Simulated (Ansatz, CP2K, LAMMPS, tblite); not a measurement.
# CP2K runs on amorphous SiO1.8 (101 atoms), part 2 of 2

Aim: run amorphous SiO1.8 (101 atoms) in CP2K and see how near its forces come to a plane-wave reference, and at what cost.

Program: CP2K 2026.2; the method stands at each step. Banners, paths, timers and routine set-up lines are dropped from the logs unmarked, and long logs keep their key lines alone; longer cuts are marked.

So far. Step 3 (PBE, DZVP-MOLOPT-SR, 600/30 Ry, diagonalisation): Against the first run (7.8 %), the force difference from the reference is 7.8 %, at 0.75 times the CPU time: the change moves forces by 1.8 meV/Å r.m.s., so most of the difference comes from elsewhere.

## 4. PBE, SZV-MOLOPT-SR, 600/50 Ry, diagonalisation

Method: Kohn-Sham DFT, PBE, GTH-PBE pseudopotentials, Gaussian and plane waves, SZV-MOLOPT-SR-GTH, diagonalisation.

input.inp reads:

```
&GLOBAL
  PROJECT cell
  RUN_TYPE ENERGY_FORCE
  PRINT_LEVEL LOW
&END GLOBAL
&FORCE_EVAL
  METHOD QS
  STRESS_TENSOR ANALYTICAL
  &DFT
    BASIS_SET_FILE_NAME BASIS_MOLOPT
    POTENTIAL_FILE_NAME GTH_POTENTIALS
    &MGRID
      CUTOFF 600
      REL_CUTOFF 50
      NGRIDS 5
    &END MGRID
    &QS
      EPS_DEFAULT 1.0E-12
    &END QS
    &SCF
      SCF_GUESS ATOMIC
      EPS_SCF 1.0E-06
      MAX_SCF 200
      ADDED_MOS 14
      &DIAGONALIZATION
        ALGORITHM STANDARD
      &END DIAGONALIZATION
      &SMEAR ON
        METHOD FERMI_DIRAC
        ELECTRONIC_TEMPERATURE [K] 580
      &END SMEAR
      &MIXING
        METHOD BROYDEN_MIXING
        ALPHA 0.3
        NBROYDEN 8
      &END MIXING
      &PRINT
        &RESTART OFF
        &END RESTART
      &END PRINT
    &END SCF
    &XC
      &XC_FUNCTIONAL PBE
      &END XC_FUNCTIONAL
    &END XC
    &PRINT
      &MULLIKEN ON
      &END MULLIKEN
      &HIRSHFELD ON
        SHAPE_FUNCTION DENSITY
      &END HIRSHFELD
      &MO ON
        EIGENVALUES T
        OCCUPATION_NUMBERS T
        MO_INDEX_RANGE 256 279
        &EACH
          QS_SCF 0
        &END EACH
        ADD_LAST NUMERIC
      &END MO
    &END PRINT
  &END DFT
  &SUBSYS
    &CELL
      A 11.50060 0.00000 0.00000
      B 0.00000 11.50060 0.00000
      C 0.00000 0.00000 11.50060
    &END CELL
    &TOPOLOGY
      COORD_FILE_NAME structure.xyz
      COORD_FILE_FORMAT XYZ
    &END TOPOLOGY
    &KIND Si
      BASIS_SET SZV-MOLOPT-SR-GTH-q4
      POTENTIAL GTH-PBE-q4
    &END KIND
    &KIND O
      BASIS_SET SZV-MOLOPT-SR-GTH-q6
      POTENTIAL GTH-PBE-q6
    &END KIND
  &END SUBSYS
  &PRINT
    &FORCES ON
    &END FORCES
    &STRESS_TENSOR ON
    &END STRESS_TENSOR
  &END PRINT
&END FORCE_EVAL
```

structure.xyz reads:

```xyz
101

Si 0.01553 3.93700 6.75844
Si 8.76277 4.98839 2.74841
Si 4.99989 6.28864 1.49991
Si 4.97665 9.91651 10.12869
Si 10.44174 10.95168 11.24506
Si 3.30159 2.66273 0.18274
Si 8.66363 3.01132 7.91241
Si 6.05898 7.13083 10.23185
Si 1.81157 6.28485 1.96281
Si 8.23719 7.46745 0.78273
Si 10.13617 2.56118 10.42989
Si 5.96398 0.94937 3.08400
Si 8.24110 8.30711 7.19719
Si 5.27728 9.60185 1.88449
Si 5.74857 10.30028 6.98914
Si 0.81275 8.51401 4.06811
Si 0.76709 6.96879 6.91761
Si 1.43642 3.06571 9.09617
Si 6.98144 0.60229 8.87386
Si 3.81716 9.33619 4.77344
[... 77 atom lines left out ...]
O 1.57984 5.85151 0.42966
O 0.56732 7.48183 5.37860
O 2.60512 2.09909 1.62158
O 9.09456 3.65742 9.55010
```

Run with:

```bash
$ OMP_NUM_THREADS=2 cp2k.psmp -i input.inp > output.txt
```

Numbers of over 12 decimals in the logs are rounded to 6 here.

The program printed:

```text
CP2K| version string:                                       CP2K version 2026.2
 CP2K| Input file name                                                 input.inp
 GLOBAL| Basis set file name                                        BASIS_MOLOPT
 GLOBAL| Potential file name                                      GTH_POTENTIALS
[... lines left out ...]
 Number of electrons:                                                        534
[... lines left out ...]
  Step     Update method      Time    Convergence         Total energy    Change
[... lines left out ...]
  *** SCF run converged in    46 steps ***
[... lines left out ...]
  Fermi energy:                                                 0.248477
  Total energy:                                             -1178.798350
  Total energy (extrapolated to T->0):                      -1178.793272
[... lines left out ...]
 MO| E(Fermi):            0.248477 a.u.          6.761415 eV
[... lines left out ...]
 ENERGY| Total FORCE_EVAL ( QS ) energy [hartree]          -1178.798351
[... lines left out ...]
 FORCES|      1 -6.66642945E-02 -1.90480565E-03 -2.68539059E-02   7.18949839E-02
 FORCES|      2 -5.13901088E-02  6.39802142E-02  6.37515311E-02   1.03916644E-01
 FORCES|      3 -6.17963079E-03  4.92148008E-02  6.28079597E-02   8.00320202E-02
[...]
FORCES|    100 -3.89844934E-03 -2.21807826E-02  2.13745200E-02   3.10492371E-02
 FORCES|    101  5.35008084E-02  3.66875047E-02  4.90708650E-03   6.50568136E-02
 FORCES| Sum    -6.78182055E-03  3.18044694E-05  1.03532463E-02
 FORCES| Total atomic force                                       1.23767447E-02
 STRESS| Analytical stress tensor [bar]
 STRESS|                        x                   y                   z
 STRESS|      x        2.53399480177E+05  -2.12848420262E+04   5.32808726106E+03
 STRESS|      y       -2.12848420262E+04   2.39203131552E+05   3.49401321794E+03
 STRESS|      z        5.32808726106E+03   3.49401321794E+03   2.80174082312E+05
 STRESS| 1/3 Trace                                             2.57592231347E+05
```

Wall time 4.3 min (2 threads of Arm Neoverse V2, shared host); peak memory 4 GiB.

Compared with the plane-wave run:

| Property | Result |
| --- | --- |
| r.m.s. force component | 2.002 eV/Å |
| r.m.s. difference of force components | 827 meV/Å |
| longest difference of force vectors | 2828 meV/Å |
| force difference over r.m.s. force | 49.74 % |
| slope of forces against the reference's | 1.101 |
| correlation of force components | 0.9146 |
| pressure | 25.76 GPa |
| pressure difference | 23.81 GPa |

This is a coarse setting, run to see what it loses.

Against the first run (7.8 %), the force difference from the reference is 50 %, at 0.85 times the CPU time (on 2 against 4 cores) (46 SCF steps against 30), with 404 basis functions against 1313: the smaller basis costs accuracy.

The forces add up to 0.64 eV/Å instead of zero, usually a sign of too coarse a grid.

## 5. PBE, DZVP-MOLOPT-SR, 210/50 Ry, diagonalisation

Method: Kohn-Sham DFT, PBE, GTH-PBE pseudopotentials, Gaussian and plane waves, DZVP-MOLOPT-SR-GTH, diagonalisation.

Edit input.inp of step 4 so:

```diff
@@ -12,5 +12,4 @@
     &MGRID
-      CUTOFF 600
+      CUTOFF 210
       REL_CUTOFF 50
-      NGRIDS 5
     &END MGRID
@@ -73,3 +72,3 @@
     &KIND Si
-      BASIS_SET SZV-MOLOPT-SR-GTH-q4
+      BASIS_SET DZVP-MOLOPT-SR-GTH-q4
       POTENTIAL GTH-PBE-q4
@@ -77,3 +76,3 @@
     &KIND O
-      BASIS_SET SZV-MOLOPT-SR-GTH-q6
+      BASIS_SET DZVP-MOLOPT-SR-GTH-q6
       POTENTIAL GTH-PBE-q6
```

structure.xyz is that of step 4.

The program printed:

```text
CP2K| version string:                                       CP2K version 2026.2
 CP2K| Input file name                                                 input.inp
 GLOBAL| Basis set file name                                        BASIS_MOLOPT
 GLOBAL| Potential file name                                      GTH_POTENTIALS
 GLOBAL| Run type                                                   ENERGY_FORCE
 GLOBAL| Total number of message passing processes                             1
 GLOBAL| Number of threads for this process                                    2
 TOTAL NUMBERS AND MAXIMUM NUMBERS
  Total number of            - Atomic kinds:                                   2
                             - Atoms:                                        101
[... lines left out ...]
                        Smear method:                                FERMI_DIRAC
[... lines left out ...]
 Number of electrons:                                                        534
[... lines left out ...]
  Step     Update method      Time    Convergence         Total energy    Change
[... lines left out ...]
  *** SCF run converged in    30 steps ***
[... lines left out ...]
  Fermi energy:                                                 0.193292
  Total energy:                                             -1186.376734
  Total energy (extrapolated to T->0):                      -1186.373139
[... lines left out ...]
 MO| E(Fermi):            0.193292 a.u.          5.259732 eV
[... lines left out ...]
 !-----------------------------------------------------------------------------!
 !-----------------------------------------------------------------------------!
                           Hirshfeld Charges
  #Atom  Element  Kind  Ref Charge     Population                    Net charge
      1       Si     1       4.000          3.452                         0.548
      2       Si     1       4.000          3.524                         0.476
      3       Si     1       4.000          3.444                         0.556
[...]
100       O      2       6.000          6.299                        -0.299
    101       O      2       6.000          6.220                        -0.220
  Total Charge                                                           -0.000
 !-----------------------------------------------------------------------------!
 ENERGY| Total FORCE_EVAL ( QS ) energy [hartree]          -1186.376735
 FORCES| Atomic forces [hartree/bohr]
 FORCES|   Atom     x               y               z               |f|
 FORCES|      1 -6.11290643E-02  1.00100700E-02 -2.37191048E-02   6.63291786E-02
 FORCES|      2 -1.19655582E-02  4.27567487E-02  3.44305426E-02   5.61851974E-02
 FORCES|      3 -3.58511542E-03  3.75259208E-02  2.12559120E-02   4.32765708E-02
[...]
FORCES|    100  5.23443641E-03 -1.97458081E-02  4.09352213E-02   4.57491924E-02
 FORCES|    101  4.99127259E-02  9.63481363E-03  1.70170644E-02   5.36068122E-02
 FORCES| Sum     3.41796301E-03 -5.52986400E-03  1.64642847E-02
 FORCES| Total atomic force                                       1.77012581E-02
 STRESS| Analytical stress tensor [bar]
 STRESS|                        x                   y                   z
 STRESS|      x        4.49616612760E+04  -9.19775856278E+03   3.16482587511E+03
 STRESS|      y       -9.19775856278E+03   1.32047076131E+04   6.53682393299E+03
 STRESS|      z        3.16482587511E+03   6.53682393299E+03   5.25529826436E+04
 STRESS| 1/3 Trace                                             3.69064505109E+04
```

The job ended after 2.7 min (2 threads; peak memory 1.1 GiB; 5 min of CPU time).

Compared with the plane-wave run:

```yaml
r_m_s_force_component: 1.682 eV/Å
r_m_s_difference_of_force_components: 173.9 meV/Å
longest_difference_of_force_vectors: 668.1 meV/Å
force_difference_over_r_m_s_force: 10.46 %
slope_of_forces_against_the_reference_s: 1.006
correlation_of_force_components: 0.9947
pressure: 3.691 GPa
pressure_difference: 1.74 GPa
energy_less_the_same_level_run_s: -9.415 meV/atom
r_m_s_force_difference_from_the_same_level_run: 119.7 meV/Å
```

This is a coarse setting, run to see what it loses.

Against the first run (7.8 %), the force difference from the reference is 10 %, at 0.58 times the CPU time (on 2 against 4 cores): the grid matters here.

The forces add up to 0.91 eV/Å instead of zero, usually a sign of too coarse a grid.

## 6. Side by side

Differences are against the plane-wave reference, forces as r.m.s. over components; share is that over the reference's r.m.s. force, slope the least-squares factor from reference forces to these. Total energies of different programs have different zeros and aren't compared.

```csv
run,"Δ force, r.m.s. (meV/Å)",share (%),slope,Δ pressure (GPa),cores,CPU time,memory (GiB)
reference,-,-,-,-,4,90 s,1.8
"CP2K PBE, DZVP-MOLOPT-SR, 600/50 Ry, diagonalisation",130,7.82,1.004,1.50,4,8.7 min,5.1
"CP2K PBE, DZVP-MOLOPT-SR, 600/30 Ry, diagonalisation (coarse)",130,7.82,1.004,1.51,4,6.5 min,5.1
"CP2K PBE, SZV-MOLOPT-SR, 600/50 Ry, diagonalisation (coarse)",827,49.7,1.101,23.8,2,7.4 min,4.0
"CP2K PBE, DZVP-MOLOPT-SR, 210/50 Ry, diagonalisation (coarse)",174,10.5,1.006,1.74,2,5 min,1.1
```

Rows marked coarse were listed beforehand as settings not expected to be converged; some can still land near the reference.

CPU time is summed over cores on a shared host, where runs went side by side, so it is rough. Symmetry, cutoffs, thresholds, outputs and thread counts weren't matched or tuned between programs; memory under MPI is the largest rank's times the ranks.

Mean charges by element (e), by run and scheme:

```csv
run,scheme,Si,O
reference,Löwdin,+1.57,-0.75
"CP2K PBE, DZVP-MOLOPT-SR, 600/50 Ry, diagonalisation",Mulliken,+0.80,-0.44
"CP2K PBE, DZVP-MOLOPT-SR, 600/50 Ry, diagonalisation",Hirshfeld,+0.50,-0.28
```

The reference's Löwdin charges lack the electrons that the projection spills, 0.076 e an atom on average.

Within one program, basis, potentials and functional, energies share a zero. Each run against its twin at the usual cutoff or grid and solver:

```csv
run,twin,Δ energy (meV/atom),"Δ force, r.m.s. (meV/Å)",CPU time over the twin's
"CP2K PBE, DZVP-MOLOPT-SR, 600/30 Ry, diagonalisation","DZVP-MOLOPT-SR, 600/50 Ry, diagonalisation",-0.191,1.81,0.75
"CP2K PBE, DZVP-MOLOPT-SR, 210/50 Ry, diagonalisation","DZVP-MOLOPT-SR, 600/50 Ry, diagonalisation",-9.42,120,0.58 (this twin ran on 4 cores)
```

Further runs of this program without a result: CP2K GFN1-xTB, diagonalisation (not converged).

## 7. Summary of results

```
nearest in forces : a tie at 7.8 % of 2 runs: CP2K PBE, DZVP-MOLOPT-SR, 600/50 Ry, diagonalisation; CP2K PBE, DZVP-MOLOPT-SR, 600/30 Ry, diagonalisation (coarse)
```

What this shows: The PBE run in local orbitals, coarse settings apart, differs by 7.8 % (CP2K PBE, DZVP-MOLOPT-SR, 600/50 Ry, diagonalisation); basis, grid and potentials can all enter. Runs with settings chosen to be coarse differ by 7.8 % (CP2K PBE, DZVP-MOLOPT-SR, 600/30 Ry, diagonalisation) to 50 % (CP2K PBE, SZV-MOLOPT-SR, 600/50 Ry, diagonalisation), their programs' other errors included. None of the electronic-structure runs in the table takes under half the reference's CPU time of 90 s; they take 3.3 to 5.8 times as much. In pressure, CP2K PBE, SZV-MOLOPT-SR, 600/50 Ry, diagonalisation misses by +23.8 GPa, at the same functional. Charges hang on scheme and program or settings: among these rows the mean for Si runs from +0.50 to +1.57 e. The quench rate of 5 K/ps is many orders above laboratory rates, so the cell is likely richer in defects and strain than a real sample. The network of bonds at the start is that of the classical potential that made the cell, and needn't be the one that DFT or experiment would give. The reference's stress is far from hydrostatic: its diagonal is 2.8, -0.3, 3.4 GPa, compression counted positive. The electronic-structure runs sample only Γ, in a cell whose shortest periodic width is 12 Å, which is coarse for a cell with partly filled levels.

[Also dropped from logs without a mark: logging warnings of Python, and SIESTA's first energy breakdown and zero terms.]

[Logs are printed without paths, hosts, clocks, repeated set-up lines and the standing remarks that a program may print on its own settings, such as how far it seeks lower states.]

[Hosts, paths, dates, database ids (printed as entryN), source tags and the programs' standing remarks are cut or masked in the printed files.]
